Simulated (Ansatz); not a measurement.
# Is RaF2 (Fm-3m) stable when the ions move?, part 2 of 2

How do the phonons of RaF2 change with temperature at fixed cell?

Ansatz 0.2.0; DFT PBE, scalar-relativistic, plane waves, PAW.

So far. Step 3 (Single point at the given cell, occupations Gaussian …): The static pressure at this volume is 1.9 GPa, so this functional's own equilibrium cell is larger. Step 4 (The given cell once more, occupations fixed): The static pressure at this volume is 1.9 GPa, so this functional's own equilibrium cell is larger.

The database entry behind the starting cell is an old determination (1936), so it need not match the best structure at ambient conditions.

**5. Sampling the crystal at temperature (continued)**

0 K; each column in its own order of rank; one wavevector of each set of like ones; translations left out; no LO-TO term. Modes at 0K, by row:

| q1 | q2 | q3 | rank | harmonic (cm⁻¹) | gaussian (cm⁻¹) | gaussian error (cm⁻¹) | hessian (cm⁻¹) | hessian error (cm⁻¹) | path integral (cm⁻¹) | path integral error (cm⁻¹) |
| --- | --- | --- | --- | --- | --- | --- | --- | --- | --- | --- |
| 0 | 0 | 0 | 1 | 167.8 | 171 | 0 | 168.7 | 0.3 | 168.7 | 0.4 |
| 0 | 0 | 0 | 2 | 167.8 | 171 | 0 | 168.7 | 0.3 | 168.7 | 0.4 |
| 0 | 0 | 0 | 3 | 167.8 | 171 | 0 | 168.7 | 0.3 | 168.7 | 0.4 |
| 0 | 0 | 0 | 4 | 230 | 232.5 | 0.1 | 230.6 | 0.5 | 230.3 | 0.6 |
| 0 | 0 | 0 | 5 | 230 | 232.5 | 0.1 | 230.6 | 0.5 | 230.3 | 0.6 |
| 0 | 0 | 0 | 6 | 230 | 232.5 | 0.1 | 230.6 | 0.5 | 230.3 | 0.6 |
| 0 | 0 | 0.3333 | 1 | 43.1 | 42.8 | 0 | 42.7 | 0 | 42.7 | 0 |
| 0 | 0 | 0.3333 | 2 | 43.1 | 42.8 | 0 | 42.7 | 0 | 42.7 | 0 |
| 0 | 0 | 0.3333 | 3 | 96.2 | 97.1 | 0 | 96.4 | 0.1 | 96.5 | 0.1 |
| 0 | 0 | 0.3333 | 4 | 178.5 | 181.6 | 0 | 179.5 | 0.1 | 179.4 | 0.4 |
| 0 | 0 | 0.3333 | 5 | 178.5 | 181.6 | 0 | 179.5 | 0.1 | 179.4 | 0.4 |
| 0 | 0 | 0.3333 | 6 | 208.4 | 210.7 | 0 | 209.1 | 0.3 | 209.2 | 0.5 |
| 0 | 0 | 0.3333 | 7 | 215.9 | 218.4 | 0 | 216.4 | 0.5 | 216.4 | 0.4 |
| 0 | 0 | 0.3333 | 8 | 215.9 | 218.4 | 0 | 216.4 | 0.5 | 216.4 | 0.4 |
| 0 | 0 | 0.3333 | 9 | 286.4 | 288.3 | 0.1 | 286.2 | 1 | 286.3 | 0.6 |
| 0 | 0.3333 | 0.3333 | 1 | 58.2 | 58.2 | 0 | 58 | 0.1 | 58 | 0.1 |
| 0 | 0.3333 | 0.3333 | 2 | 58.2 | 58.2 | 0 | 58 | 0.1 | 58 | 0.1 |
| 0 | 0.3333 | 0.3333 | 3 | 102.2 | 102.7 | 0 | 102.1 | 0.3 | 102.1 | 0.1 |
| 0 | 0.3333 | 0.3333 | 4 | 167.9 | 170.8 | 0 | 168.4 | 0.1 | 168.4 | 0.4 |
| 0 | 0.3333 | 0.3333 | 5 | 167.9 | 170.8 | 0 | 168.4 | 0.1 | 168.4 | 0.4 |
| 0 | 0.3333 | 0.3333 | 6 | 172.2 | 174.9 | 0.1 | 172.7 | 0.3 | 172.6 | 0.4 |
| 0 | 0.3333 | 0.3333 | 7 | 217.8 | 220.5 | 0 | 218.8 | 0.2 | 218.7 | 0.3 |
| 0 | 0.3333 | 0.3333 | 8 | 217.8 | 220.5 | 0 | 218.8 | 0.2 | 218.7 | 0.3 |
| 0 | 0.3333 | 0.3333 | 9 | 305.4 | 307.2 | 0 | 305.3 | 2.7 | 305.3 | 0.5 |
| 0 | 0.3333 | 0.6667 | 1 | 61.6 | 61.6 | 0 | 61.4 | 0.1 | 61.4 | 0.1 |
| 0 | 0.3333 | 0.6667 | 2 | 95.9 | 96.4 | 0 | 95.8 | 0.2 | 95.7 | 0.1 |
| 0 | 0.3333 | 0.6667 | 3 | 96.3 | 97 | 0 | 96.4 | 0.1 | 96.3 | 0.1 |
| 0 | 0.3333 | 0.6667 | 4 | 156.6 | 159.4 | 0.1 | 157.1 | 0.1 | 157 | 0.4 |
| 0 | 0.3333 | 0.6667 | 5 | 172.5 | 175.4 | 0 | 173.1 | 0.1 | 173 | 0.4 |
| 0 | 0.3333 | 0.6667 | 6 | 186.4 | 188.9 | 0 | 186.6 | 0.6 | 186.6 | 0.4 |
| 0 | 0.3333 | 0.6667 | 7 | 202 | 204.9 | 0.1 | 203.2 | 0.1 | 203.2 | 0.4 |
| 0 | 0.3333 | 0.6667 | 8 | 223.9 | 226.2 | 0 | 224.7 | 0.4 | 224.6 | 0.3 |
| 0 | 0.3333 | 0.6667 | 9 | 287.3 | 289.4 | 0.1 | 287 | 0.7 | 286.9 | 0.7 |

100 K; each column in its own order of rank; one wavevector of each set of like ones; translations left out; no LO-TO term. Modes at 100K, by row:

| q1 | q2 | q3 | rank | harmonic (cm⁻¹) | gaussian (cm⁻¹) | gaussian error (cm⁻¹) | hessian (cm⁻¹) | hessian error (cm⁻¹) | path integral (cm⁻¹) | path integral error (cm⁻¹) |
| --- | --- | --- | --- | --- | --- | --- | --- | --- | --- | --- |
| 0 | 0 | 0 | 1 | 167.8 | 171.5 | 0.1 | 167.7 | 0.2 | - | - |
| 0 | 0 | 0 | 2 | 167.8 | 171.5 | 0.1 | 167.7 | 0.2 | - | - |
| 0 | 0 | 0 | 3 | 167.8 | 171.5 | 0.1 | 167.7 | 0.2 | - | - |
| 0 | 0 | 0 | 4 | 230 | 232.7 | 0.2 | 229.4 | 0.4 | - | - |
| 0 | 0 | 0 | 5 | 230 | 232.7 | 0.2 | 229.4 | 0.4 | - | - |
| 0 | 0 | 0 | 6 | 230 | 232.7 | 0.2 | 229.4 | 0.4 | - | - |
| 0 | 0 | 0.3333 | 1 | 43.1 | 42.8 | 0 | 42.6 | 0 | - | - |
| 0 | 0 | 0.3333 | 2 | 43.1 | 42.8 | 0 | 42.6 | 0 | - | - |
| 0 | 0 | 0.3333 | 3 | 96.2 | 97.2 | 0 | 96.1 | 0.1 | - | - |
| 0 | 0 | 0.3333 | 4 | 178.5 | 182.1 | 0 | 178.5 | 0.2 | - | - |
| 0 | 0 | 0.3333 | 5 | 178.5 | 182.1 | 0 | 178.5 | 0.2 | - | - |
| 0 | 0 | 0.3333 | 6 | 208.4 | 211.1 | 0.1 | 208.3 | 0.2 | - | - |
| 0 | 0 | 0.3333 | 7 | 215.9 | 218.6 | 0.1 | 215.3 | 0.3 | - | - |
| 0 | 0 | 0.3333 | 8 | 215.9 | 218.6 | 0.1 | 215.3 | 0.3 | - | - |
| 0 | 0 | 0.3333 | 9 | 286.4 | 288.6 | 0.1 | 285.1 | 1.4 | - | - |
| 0 | 0.3333 | 0.3333 | 1 | 58.2 | 58.2 | 0 | 57.8 | 0 | - | - |
| 0 | 0.3333 | 0.3333 | 2 | 58.2 | 58.2 | 0 | 57.8 | 0 | - | - |
| 0 | 0.3333 | 0.3333 | 3 | 102.2 | 102.8 | 0.1 | 101.7 | 0.1 | - | - |
| 0 | 0.3333 | 0.3333 | 4 | 167.9 | 171.2 | 0.1 | 167.1 | 0.2 | - | - |
| 0 | 0.3333 | 0.3333 | 5 | 167.9 | 171.2 | 0.1 | 167.1 | 0.2 | - | - |
| 0 | 0.3333 | 0.3333 | 6 | 172.2 | 175.3 | 0.1 | 171.6 | 0.1 | - | - |
| 0 | 0.3333 | 0.3333 | 7 | 217.8 | 220.9 | 0.1 | 218 | 0.2 | - | - |
| 0 | 0.3333 | 0.3333 | 8 | 217.8 | 220.9 | 0.1 | 218 | 0.2 | - | - |
| 0 | 0.3333 | 0.3333 | 9 | 305.4 | 307.6 | 0.1 | 304.4 | 0.8 | - | - |
| 0 | 0.3333 | 0.6667 | 1 | 61.6 | 61.6 | 0 | 61.2 | 0.1 | - | - |
| 0 | 0.3333 | 0.6667 | 2 | 95.9 | 96.5 | 0 | 95.4 | 0 | - | - |
| 0 | 0.3333 | 0.6667 | 3 | 96.3 | 97 | 0 | 96 | 0 | - | - |
| 0 | 0.3333 | 0.6667 | 4 | 156.6 | 159.8 | 0 | 155.8 | 0.1 | - | - |
| 0 | 0.3333 | 0.6667 | 5 | 172.5 | 175.8 | 0 | 172 | 0.1 | - | - |
| 0 | 0.3333 | 0.6667 | 6 | 186.4 | 189.2 | 0 | 185.3 | 0.1 | - | - |
| 0 | 0.3333 | 0.6667 | 7 | 202 | 205.5 | 0.1 | 202.5 | 0.1 | - | - |
| 0 | 0.3333 | 0.6667 | 8 | 223.9 | 226.7 | 0 | 224 | 0.2 | - | - |
| 0 | 0.3333 | 0.6667 | 9 | 287.3 | 289.6 | 0 | 285.6 | 0.5 | - | - |

300 K; each column in its own order of rank; one wavevector of each set of like ones; translations left out; no LO-TO term. Modes at 300K, by row:

| q1 | q2 | q3 | rank | harmonic (cm⁻¹) | gaussian (cm⁻¹) | gaussian error (cm⁻¹) | hessian (cm⁻¹) | hessian error (cm⁻¹) | path integral (cm⁻¹) | path integral error (cm⁻¹) |
| --- | --- | --- | --- | --- | --- | --- | --- | --- | --- | --- |
| 0 | 0 | 0 | 1 | 167.8 | 175 | 0.1 | 164.7 | 0.1 | 163.9 | 0.5 |
| 0 | 0 | 0 | 2 | 167.8 | 175 | 0.1 | 164.7 | 0.1 | 163.9 | 0.5 |
| 0 | 0 | 0 | 3 | 167.8 | 175 | 0.1 | 164.7 | 0.1 | 163.9 | 0.5 |
| 0 | 0 | 0 | 4 | 230 | 235.2 | 0.1 | 226.2 | 0.2 | 225.6 | 0.6 |
| 0 | 0 | 0 | 5 | 230 | 235.2 | 0.1 | 226.2 | 0.2 | 225.6 | 0.6 |
| 0 | 0 | 0 | 6 | 230 | 235.2 | 0.1 | 226.2 | 0.2 | 225.6 | 0.6 |
| 0 | 0 | 0.3333 | 1 | 43.1 | 42.5 | 0 | 41.9 | 0 | 41.8 | 0 |
| 0 | 0 | 0.3333 | 2 | 43.1 | 42.5 | 0 | 41.9 | 0 | 41.8 | 0 |
| 0 | 0 | 0.3333 | 3 | 96.2 | 98.2 | 0.1 | 95.2 | 0.1 | 95.1 | 0.2 |
| 0 | 0 | 0.3333 | 4 | 178.5 | 185.6 | 0.1 | 175.8 | 0.1 | 175.2 | 0.3 |
| 0 | 0 | 0.3333 | 5 | 178.5 | 185.6 | 0.1 | 175.8 | 0.1 | 175.2 | 0.3 |
| 0 | 0 | 0.3333 | 6 | 208.4 | 213.7 | 0.2 | 206.1 | 0.5 | 205.6 | 0.4 |
| 0 | 0 | 0.3333 | 7 | 215.9 | 221.1 | 0.1 | 212.2 | 0.1 | 211.3 | 0.3 |
| 0 | 0 | 0.3333 | 8 | 215.9 | 221.1 | 0.1 | 212.2 | 0.1 | 211.3 | 0.3 |
| 0 | 0 | 0.3333 | 9 | 286.4 | 290.2 | 0.2 | 281.1 | 1.8 | 279.8 | 0.6 |
| 0 | 0.3333 | 0.3333 | 1 | 58.2 | 58.2 | 0 | 57 | 0 | 56.9 | 0.1 |
| 0 | 0.3333 | 0.3333 | 2 | 58.2 | 58.2 | 0 | 57 | 0 | 56.9 | 0.1 |
| 0 | 0.3333 | 0.3333 | 3 | 102.2 | 103.4 | 0.1 | 100.6 | 0.1 | 100.2 | 0.2 |
| 0 | 0.3333 | 0.3333 | 4 | 167.9 | 174.1 | 0.1 | 163.3 | 0.3 | 162.2 | 0.4 |
| 0 | 0.3333 | 0.3333 | 5 | 167.9 | 174.1 | 0.1 | 163.3 | 0.3 | 162.2 | 0.4 |
| 0 | 0.3333 | 0.3333 | 6 | 172.2 | 178.2 | 0.1 | 168 | 0.6 | 167.3 | 0.4 |
| 0 | 0.3333 | 0.3333 | 7 | 217.8 | 224 | 0.1 | 216.2 | 0.3 | 215.8 | 0.5 |
| 0 | 0.3333 | 0.3333 | 8 | 217.8 | 224 | 0.1 | 216.2 | 0.3 | 215.8 | 0.5 |
| 0 | 0.3333 | 0.3333 | 9 | 305.4 | 309.4 | 0.1 | 300.9 | 0.8 | 300.3 | 0.6 |
| 0 | 0.3333 | 0.6667 | 1 | 61.6 | 61.6 | 0 | 60.3 | 0 | 60.3 | 0.1 |
| 0 | 0.3333 | 0.6667 | 2 | 95.9 | 96.9 | 0 | 94 | 0.1 | 93.8 | 0.1 |
| 0 | 0.3333 | 0.6667 | 3 | 96.3 | 97.7 | 0 | 94.9 | 0 | 94.7 | 0.1 |
| 0 | 0.3333 | 0.6667 | 4 | 156.6 | 162.8 | 0.1 | 152.1 | 0.2 | 151.2 | 0.3 |
| 0 | 0.3333 | 0.6667 | 5 | 172.5 | 178.9 | 0.1 | 168.7 | 0.2 | 167.7 | 0.3 |
| 0 | 0.3333 | 0.6667 | 6 | 186.4 | 191.6 | 0.1 | 181.3 | 0.3 | 180.4 | 0.4 |
| 0 | 0.3333 | 0.6667 | 7 | 202 | 209 | 0.1 | 201 | 0.1 | 200.7 | 0.3 |
| 0 | 0.3333 | 0.6667 | 8 | 223.9 | 229.3 | 0 | 222.2 | 0.5 | 221.9 | 0.3 |
| 0 | 0.3333 | 0.6667 | 9 | 287.3 | 291.8 | 0.1 | 281.3 | 0.8 | 280 | 0.5 |

800 K; each column in its own order of rank; one wavevector of each set of like ones; translations left out; no LO-TO term. Modes at 800K, by row:

| q1 | q2 | q3 | rank | harmonic (cm⁻¹) | gaussian (cm⁻¹) | gaussian error (cm⁻¹) | hessian (cm⁻¹) | hessian error (cm⁻¹) | path integral (cm⁻¹) | path integral error (cm⁻¹) |
| --- | --- | --- | --- | --- | --- | --- | --- | --- | --- | --- |
| 0 | 0 | 0 | 1 | 167.8 | 182.7 | 0.2 | 158.5 | 0.5 | 153.6 | 1.4 |
| 0 | 0 | 0 | 2 | 167.8 | 182.7 | 0.2 | 158.5 | 0.5 | 153.6 | 1.4 |
| 0 | 0 | 0 | 3 | 167.8 | 182.7 | 0.2 | 158.5 | 0.5 | 153.6 | 1.4 |
| 0 | 0 | 0 | 4 | 230 | 241.3 | 0.5 | 220 | 0.9 | 213.7 | 1.5 |
| 0 | 0 | 0 | 5 | 230 | 241.3 | 0.5 | 220 | 0.9 | 213.7 | 1.5 |
| 0 | 0 | 0 | 6 | 230 | 241.3 | 0.5 | 220 | 0.9 | 213.7 | 1.5 |
| 0 | 0 | 0.3333 | 1 | 43.1 | 41.7 | 0.1 | 40.3 | 0.1 | 39.8 | 0.1 |
| 0 | 0 | 0.3333 | 2 | 43.1 | 41.7 | 0.1 | 40.3 | 0.1 | 39.8 | 0.1 |
| 0 | 0 | 0.3333 | 3 | 96.2 | 100.2 | 0.1 | 93.4 | 0.2 | 92.4 | 0.3 |
| 0 | 0 | 0.3333 | 4 | 178.5 | 194.2 | 0.2 | 170.8 | 0.3 | 165.9 | 0.8 |
| 0 | 0 | 0.3333 | 5 | 178.5 | 194.2 | 0.2 | 170.8 | 0.3 | 165.9 | 0.8 |
| 0 | 0 | 0.3333 | 6 | 208.4 | 220.7 | 0.2 | 202.6 | 0.7 | 198.7 | 0.8 |
| 0 | 0 | 0.3333 | 7 | 215.9 | 227.8 | 0.2 | 206.6 | 0.3 | 201 | 0.8 |
| 0 | 0 | 0.3333 | 8 | 215.9 | 227.8 | 0.2 | 206.6 | 0.3 | 201 | 0.8 |
| 0 | 0 | 0.3333 | 9 | 286.4 | 294.4 | 0.2 | 273.5 | 6.2 | 267.9 | 1.4 |
| 0 | 0.3333 | 0.3333 | 1 | 58.2 | 57.8 | 0 | 55 | 0 | 54.5 | 0.1 |
| 0 | 0.3333 | 0.3333 | 2 | 58.2 | 57.8 | 0 | 55 | 0 | 54.5 | 0.1 |
| 0 | 0.3333 | 0.3333 | 3 | 102.2 | 104.8 | 0.1 | 98.5 | 0.4 | 97.4 | 0.3 |
| 0 | 0.3333 | 0.3333 | 4 | 167.9 | 181.3 | 0.2 | 155.7 | 0.6 | 149.6 | 0.8 |
| 0 | 0.3333 | 0.3333 | 5 | 167.9 | 181.3 | 0.2 | 155.7 | 0.6 | 149.6 | 0.8 |
| 0 | 0.3333 | 0.3333 | 6 | 172.2 | 185.9 | 0.4 | 161.6 | 1.1 | 156.1 | 1.2 |
| 0 | 0.3333 | 0.3333 | 7 | 217.8 | 232 | 0.1 | 213.6 | 0.3 | 208.8 | 0.8 |
| 0 | 0.3333 | 0.3333 | 8 | 217.8 | 232 | 0.1 | 213.6 | 0.3 | 208.8 | 0.8 |
| 0 | 0.3333 | 0.3333 | 9 | 305.4 | 314.7 | 0.4 | 295.4 | 1.7 | 289.6 | 1.3 |
| 0 | 0.3333 | 0.6667 | 1 | 61.6 | 61.2 | 0.1 | 58.4 | 0.1 | 57.8 | 0.2 |
| 0 | 0.3333 | 0.6667 | 2 | 95.9 | 97.7 | 0.1 | 91.1 | 0.2 | 89.6 | 0.3 |
| 0 | 0.3333 | 0.6667 | 3 | 96.3 | 99 | 0.1 | 92.7 | 0.1 | 91.5 | 0.3 |
| 0 | 0.3333 | 0.6667 | 4 | 156.6 | 170 | 0.2 | 144.5 | 0.4 | 139 | 0.7 |
| 0 | 0.3333 | 0.6667 | 5 | 172.5 | 187.1 | 0.2 | 163.1 | 0.4 | 158.3 | 0.9 |
| 0 | 0.3333 | 0.6667 | 6 | 186.4 | 198 | 0.2 | 173.8 | 0.5 | 166.8 | 0.9 |
| 0 | 0.3333 | 0.6667 | 7 | 202 | 217.9 | 0.2 | 198.4 | 0.9 | 195.4 | 0.9 |
| 0 | 0.3333 | 0.6667 | 8 | 223.9 | 236.6 | 0.2 | 219.6 | 0.4 | 216.9 | 0.8 |
| 0 | 0.3333 | 0.6667 | 9 | 287.3 | 297.4 | 0.1 | 273.7 | 1.1 | 264.3 | 1.4 |

By temperature, by row:

| T (K) | verdict | pressure (GPa) | error (GPa) | vibrational free energy (eV/cell) | entropy (J/mol-cell/K) | free energy beyond the Gaussian (eV/cell) | mean-square displacement of the first Ra, sum over three axes, rings (Å²) | rings doubtful |
| --- | --- | --- | --- | --- | --- | --- | --- | --- |
| 0 | stable | 2.265 | 8.80e-4 | 0.09124 | 0 | -1.92e-4 | 0.003103 | false |
| 100 | stable | 2.331 | 0.0029 | 0.07668 | 35.83 | - | - | - |
| 300 | stable | 2.793 | 0.0066 | -0.07419 | 101.7 | -0.00326 | 0.02213 | false |
| 800 | stable | 4.017 | 0.012 | -0.8073 | 170.5 | -0.0217 | 0.06423 | true |

Lowest frequency on the supercell's wavevectors (translations apart) against temperature:

| temperature (K) | harmonic (cm⁻¹) | gaussian (cm⁻¹) | hessian (cm⁻¹) | path integral (cm⁻¹) |
| --- | --- | --- | --- | --- |
| 0 | 43.1 | 42.8 | 42.7 | 42.7 |
| 100 | 43.1 | 42.8 | 42.6 | - |
| 300 | 43.1 | 42.5 | 41.9 | 41.8 |
| 800 | 43.1 | 41.7 | 40.3 | 39.8 |

Free-energy Hessian at 800 K, interpolated by phonopy, no LO-TO term. Phonon branches along the path, in cm⁻¹:

| point | branch 1 | branch 2 | branch 3 | branch 4 | branch 5 | branch 6 | branch 7 | branch 8 | branch 9 |
| --- | --- | --- | --- | --- | --- | --- | --- | --- | --- |
| Γ | 0 | 0 | 0 | 158 | 158 | 158 | 220 | 220 | 220 |
| halfway | 42 | 42 | 78 | 162 | 162 | 186 | 218 | 218 | 270 |
| X | 65 | 65 | 119 | 127 | 146 | 146 | 205 | 205 | 309 |
| halfway | 66 | 72 | 111 | 131 | 146 | 159 | 200 | 213 | 295 |
| W | 68 | 91 | 91 | 139 | 141 | 183 | 183 | 226 | 277 |
| halfway | 64 | 84 | 100 | 138 | 148 | 172 | 194 | 220 | 281 |
| K | 61 | 84 | 102 | 137 | 156 | 163 | 202 | 214 | 284 |
| halfway | 42 | 44 | 79 | 166 | 178 | 196 | 207 | 218 | 262 |
| Γ | 0 | 0 | 0 | 158 | 158 | 158 | 220 | 220 | 220 |
| halfway | 33 | 33 | 69 | 169 | 169 | 205 | 213 | 213 | 252 |
| L | 46 | 46 | 117 | 170 | 170 | 200 | 200 | 208 | 280 |
| halfway | 54 | 65 | 110 | 161 | 171 | 175 | 201 | 219 | 274 |
| U | 61 | 84 | 102 | 137 | 156 | 163 | 202 | 214 | 284 |
| halfway | 64 | 84 | 100 | 138 | 148 | 172 | 194 | 220 | 281 |
| W | 68 | 91 | 91 | 139 | 141 | 183 | 183 | 226 | 277 |
| halfway | 56 | 69 | 108 | 161 | 161 | 180 | 197 | 222 | 273 |
| L | 46 | 46 | 117 | 170 | 170 | 200 | 200 | 208 | 280 |
| halfway | 54 | 65 | 110 | 161 | 171 | 175 | 201 | 219 | 274 |
| K | 61 | 84 | 102 | 137 | 156 | 163 | 202 | 214 | 284 |
| jump to U | 61 | 84 | 102 | 137 | 156 | 163 | 202 | 214 | 284 |
| halfway | 64 | 70 | 115 | 130 | 149 | 151 | 204 | 207 | 302 |
| X | 65 | 65 | 119 | 127 | 146 | 146 | 205 | 205 | 309 |

The phonon branches as a text plot (rows in cm⁻¹):

```
    302 |      *****                                           **
    289 |     *     *   **                     *              *
    276 |            ***  *             ******* **************
    264 |    *             ***         *
    251 |                             *
    238 |   *                 **
    225 |****        ***  ***   **** *      **   ******    *
    212 | ** **** ***   **   *****  **** ***  ***      **** ****
    199 |  **    ****  **** **  *   * ***********   *************
    186 |    *       **    **              *     **** *   *
    174 | *   *      * *  ** *** * *  ********  **   ********
    161 |******     *   **************      * **    ***   *****
    148 |      ********** *                  *  ** **       * ***
    135 |       *  *******                    ******         ***
    122 |       ***                       *            ***      *
    109 |      *   **                   ** ***       **   **  **
     96 |     *      ********                 *******       **
     84 |    *       ******  *         *      **** *        **
     71 |        *******   *          *     **   *****     *  ***
     58 |   * ***       ***** **           ******   ***   ******
     45 |  * *              **  *    * *****           ****
     32 |   *                 **    ***
     19 | **                    ** **
      6 |**                      ***
         Γ       X    W  K        Γ      L     U  W     L   K|U X
```

On this path the spectrum ends at 309 cm⁻¹ (at X). No branch goes imaginary on this path.

**6. Summary of results**

- 0 K: stable; softest mode 42.7 cm⁻¹ (harmonic 43.1); pressure 2.27 GPa
- 100 K: stable; softest mode 42.6 cm⁻¹ (harmonic 43.1); pressure 2.33 GPa
- 300 K: stable; softest mode 41.9 cm⁻¹ (harmonic 43.1); pressure 2.79 GPa
- 800 K: stable; softest mode 40.3 cm⁻¹ (harmonic 43.1); pressure 4.02 GPa

What this shows: At fixed cell RaF2 is judged stable at 0 K, stable at 100 K, stable at 300 K and stable at 800 K. The crystal is harmonically stable on these wavevectors; at fixed cell its lowest frequency is 43.1 cm⁻¹ in the harmonic picture and 40.3 cm⁻¹ from the free energy at 800 K. At 800 K the largest relative shift among harmonically stable modes above 20 cm⁻¹ that exceeds three times its error is at q = (0, 0.3333, 0.6667): 157 cm⁻¹ becomes 144 ± 0.4 cm⁻¹, matching modes by rank. The pressure column includes 1.9 GPa of the lattice at rest on the supercell's coarser k-mesh; in the Gaussian the ions' motion adds +2.14 GPa at 800 K, from the supercell's own modes alone. The path-integral sampling failed its own checks at 100 K, so those columns are empty. The path-integral figures under 0 K were sampled at 7.9 K. The cell is held fixed, the 81-atom supercell samples only its own wavevectors, and LO–TO splitting and linewidths are not included; the verdicts are statistical. The program marks its path-integral figures as doubtful at some temperatures. The series or run stands on the volume of the database entry, not on this functional's own equilibrium cell.

[Logs are printed without paths, hosts, clocks, repeated set-up lines and the standing remarks that a program may print on its own settings, such as how far it seeks lower states.]

[Hosts, paths, dates, database ids (printed as entryN), source tags and the programs' standing remarks are cut or masked in the printed files.]

[A step with changed settings may run another functional than the one named; its input shows which.]
